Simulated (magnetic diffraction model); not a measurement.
## CaSc₂FeTe₅ below its ordering temperature

Space group I4/mcm (no. 140), a = 7.8020 Å, c = 13.3680 Å.

| site | atom | x | y | z |
| --- | --- | --- | --- | --- |
| 4c | Te | 1/2 | 1/2 | 0 |
| 16l | Te | 0.6500 | 0.1500 | 0.1362 |
| 4b | Fe | 0 | 1/2 | 1/4 |
| 8h | Sc | 0.3366 | 0.1634 | 0 |
| 4a | Ca | 0 | 0 | 1/4 |

This is a made-up structure (elements placed in a structure type, unrelaxed), so the numbers test the method and describe no known phase.

Only Fe is taken to order (form factors of Fe2+); orders and moment sizes are assumed, and not adapted to the symmetry. Radiation: neutrons of λ = 4.2 Å, 5° to 100°; isotropic B of 0.47 Å² (Te), 0.54 Å² (Fe), 0.66 Å² (Sc) and 0.79 Å² (Ca). The intensities are simulated: I ∝ L Σ (|F_N|² + |F_M⊥|²) for unpolarised neutrons, with F_M = 2.695 fm/μB × Σ f(s) S exp(2πi Q·r) exp(−B s²) at Q = H ± k (one set where k and −k are equivalent), only the part normal to Q counting and L = 1/(sin²θ cos θ). For collinear order S is the moment m, which repeats by lattice and centring translations R with the sign exp(−2πi k·R). Form factors are spin-only for 3d ions and dipole or tabulated for f ions, scattering lengths are Sears's of 1992, and absorption is left out. A label names one of the reflections at its angle. The strongest nuclear line in the range is 100, and lines under 0.2 are left out.

Above the ordering temperature:

```csv
2θ (°),index,I
36.62,(0 0 2),7.7
44.75,(1 1 0),11.8
59.15,(1 1 2),2.1
76.93,(2 1 1),5.2
77.11,(2 0 2),19.4
77.86,(0 0 4),6.7
94.56,(1 1 4),0.2
99.16,(2 2 0),16.7
99.71,(2 1 3),100.0
```

Below it (cell unchanged):

```tsv
2θ (°)	I
18.08	1.3
36.62	7.7
44.75	11.8
48.63	1.3
59.15	2.1
68.22	0.7
74.57	0.4
76.93	5.2
77.11	19.4
77.86	6.7
91.36	0.3
94.56	0.2
99.16	16.7
99.71	100.0
```

**Question.** Find the propagation vector, then choose among these models:
A. collinear moments along [111], 1.62 μB on Fe; signs + at (0, 1/2, 1/4), − at (1/2, 0, 1/4)
B. collinear moments along [010], 1.62 μB on Fe; signs + at (0, 1/2, 1/4), + at (1/2, 0, 1/4)
C. collinear moments along [010], 1.62 μB on Fe; signs + at (0, 1/2, 1/4), − at (1/2, 0, 1/4)
D. collinear moments along [111], 1.62 μB on Fe; signs + at (0, 1/2, 1/4), + at (1/2, 0, 1/4)

The new lines index as (0 0 1) at 18.08°, (1 1 1) at 48.63°, (2 0 1) at 68.22° and (1 1 -3) at 74.57°, that is as H ± k with k = (0 1 0). The indices are whole but break the lattice centring, so the moments reverse under a centring translation, those with k·t a half-integer.

Magnetic intensity, observed (below minus above) and for each model:

| 2θ (°) | index | observed | A | B | C | D |
| --- | --- | --- | --- | --- | --- | --- |
| 18.08 | (0 0 1) | 1.3 | <0.2 | 3.3 | <0.2 | 1.3 |
| 31.23 | (1 0 0) | <0.2 | 1.7 | <0.2 | 1.1 | <0.2 |
| 48.63 | (1 1 1) | 1.3 | <0.2 | 1.0 | <0.2 | 1.3 |
| 48.88 | (1 0 2) | <0.2 | 1.0 | <0.2 | 1.4 | <0.2 |
| 68.22 | (2 0 1) | 0.7 | <0.2 | 0.5 | <0.2 | 0.7 |
| 74.01 | (2 1 0) | <0.2 | 0.6 | <0.2 | 0.4 | <0.2 |
| 74.57 | (1 1 -3) | 0.4 | <0.2 | 0.6 | <0.2 | 0.4 |
| 85.52 | (2 1 2) | <0.2 | 0.8 | <0.2 | 0.7 | <0.2 |

Model D matches.

The structure used: k = (0 1 0), collinear moments along [111], 1.62 μB on Fe; signs + at (0, 1/2, 1/4), + at (1/2, 0, 1/4).

[Logs are printed without paths, hosts, clocks, repeated set-up lines and the standing remarks that a program may print on its own settings, such as how far it seeks lower states.]
